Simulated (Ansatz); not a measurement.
# Binding across the interface in twisted Ti2CO2 MXene bilayer, 32.20° (390 atoms): runs compared

Aim: the interaction energy between the two parts of twisted Ti2CO2 MXene bilayer, 32.20° (390 atoms) and its distance dependence.

Computed with Ansatz 0.2.0: Kohn-Sham DFT, PBE+D3(BJ), PAW (set soft_1), plane waves.

## 1. The cell as built

The cell holds 390 atoms: 78 C, 156 Ti and 156 O. Its edges and angles: a = 18.922 Å, b = 18.922 Å, c = 23.800 Å, α = 90.0°, β = 90.0°, γ = 120.0°. It derives from Ti2CO2 (Ti2CO2 MXene). Ti2CO2 MXene (a = 3.03 Å) under Ti2CO2 MXene (a = 3.03 Å), bilayer, commensurate cell of 39 unit cells a layer, twist 32.20 deg; facing planes 2.92 Å apart; 12 Å of vacuum; layers as built, displaced by a Gaussian of 0.01 Å. Regions: layer 1, 195 atoms (39 C, 78 Ti and 78 O); layer 2, 195 atoms (39 C, 78 Ti and 78 O). Vacuum lies along c.

What the set-up can't give: The main run has no spin polarisation, so moments on Ti can't form in it, and no Hubbard term.

## 2. The reference run

The reference is a single point at the end of the relaxation.

The parts (lower: layer 1 and upper: layer 2) keep their atoms where they stand in it, and shifted cells move the upper part rigidly.

Its input, with most atom lines left out:

```yaml
crystal:
  lattice:
    - [18.9223, 0.0, 0.0]
    - [-9.46115, 16.38719, 0.0]
    - [0.0, 0.0, 23.8]
  atoms:
    - { symbol: C, position: [0.02576, 0.58976, 0.3513] }
    - { symbol: Ti, position: [0.10261, 0.69221, 0.40586] }
    - { symbol: Ti, position: [0.12831, 0.61536, 0.29683] }
    - { symbol: O, position: [0.12835, 0.61522, 0.44386] }
    - { symbol: O, position: [0.10268, 0.69233, 0.25876] }
    - { symbol: C, position: [0.07693, 0.76921, 0.35132] }
    - { symbol: Ti, position: [0.15388, 0.87178, 0.4058] }
    [... atom lines 8 to 390 left out ...]
kpoints:
  mp_grid: { grid: [3, 3, 1] }
hamiltonian:
  xc: pbe
  dispersion: d3bj
  pseudopotentials: { kind: paw, azcp: { folder: soft_1 } }
scf:
  occupations: { method: gaussian, width: 0.025 }
output:
  forces: true
  populations: true
  dos:
    method: { smearing: { sigma: 0.08 } }
    de: 0.1
    projected: { site_lists: { C: [C], O: [O], Ti: [Ti] } }
  eigenvalues: true
  write_density: true
  write_potential: true
  volumetric_format: npy
```

- free energy per atom: -1278.3421 eV/atom
- r.m.s. force component: 0.00472 eV/Å

Filled and empty levels are parted by 0.371 eV (on the run's k-points); a semilocal functional tends to put such gaps too low.

## 3. The runs

Each row is one run, on 1 × NVIDIA GB200 with 32 threads of Arm Neoverse V2, shared host. The free energy is the program's total, comparable only between runs with the same functional, potentials and atoms, or as a whole against its parts.

```tsv
run	atoms	outcome	ionic steps, all passes	free energy (eV)	time	host memory (GiB)
Single point at the start	390	converged	-	-498551.807	2.2 min	3.1
Relaxation	390	converged	5	-498553.424	5.8 min	3.2
Single point at the relaxed geometry	390	converged	-	-498553.424	2.7 min	7.4
The lower part alone	195	converged	-	-249271.888	50 s	2.3
The upper part alone	195	converged	-	-249271.888	49 s	2.3
Upper part moved by +0.3 Å	390	converged	-	-498552.757	1.8 min	3.1
Upper part moved by -0.3 Å	390	converged	-	-498551.990	1.8 min	2.9
Upper part moved by +0.8 Å	390	converged	-	-498550.642	1.8 min	3.0
Upper part moved by +1.6 Å	390	converged	-	-498547.942	1.9 min	3.0
Upper part moved by +3 Å	390	converged	-	-498545.857	1.9 min	3.0
```

In some runs the program notes that it cut back its plan to fit the GPU's memory, it cut back its work space to fit the memory limit and the exchange-correlation potential is rough where the density is thin. Further notices: subspace factor gpu capped.

## 4. Interaction energy

Whole cell less its two parts, each frozen at the geometry of the whole and solved in the same cell with the same functional, so that energy zeros cancel. The upper part is 'layer 2' and the lower part 'layer 1'. The nearest atoms of the two parts stand 2.72 Å apart. The face is 310.1 Å².

```tsv
functional	interaction energy (eV)	of it, the added dispersion term (eV)	per area (meV/Å²)	per area (J/m²)	per atom of the upper part (meV)
PBE+D3(BJ)	-9.649	-11.480	-31.1	-0.50	-49.5
```

## 5. Energy against separation

The upper part is moved rigidly along the normal from its place in the reference.

```tsv
shift (Å)	energy change (eV)	per area (meV/Å²)	share of the binding lost (%)	gap (eV)
-0.3	1.435	4.63	-	0.374
+0.0	0.000	0.00	-	0.371
+0.3	0.667	2.15	7	0.371
+0.8	2.783	8.97	29	0.371
+1.6	5.482	17.68	57	0.371
+3.0	7.568	24.40	78	0.371
```

## 6. Levels of whole and parts

```tsv
cell	gap (eV)	vacuum level at the upper face, over the highest filled level, or over E_F where no gap is given (eV)	moment (μB)
whole	0.371	5.82	no spin
lower part	0.372	5.78	no spin
upper part	0.372	5.81	no spin
```

## 7. Findings

The parts bind with 31.1 meV/Å² (9.65 eV for the cell) at the level PBE+D3(BJ), the size of van der Waals binding between sheets. The added dispersion term contributes -11.480 eV, the functional itself 1.831 eV. The curvature over ±0.3 Å is 1.2×10²⁰ N/m³, and the energy rises faster on the near side. At +3.0 Å, 78 % of the binding is lost; the shift also narrows the vacuum to the periodic image. On the run's k-points the gap of the whole, 0.371 eV, lies 2.0e-4 eV under the smaller of the parts'.

**Limits.** The parts are frozen, so the energy of their deformation isn't counted. No correction is made for dipoles across the vacuum, and the parts also feel their periodic images through it.

The DFT runs together took 21 min of wall time.

[Logs are printed without paths, hosts, clocks, repeated set-up lines and the standing remarks that a program may print on its own settings, such as how far it seeks lower states.]

[Hosts, paths, dates, database ids (printed as entryN), source tags and the programs' standing remarks are cut or masked in the printed files.]
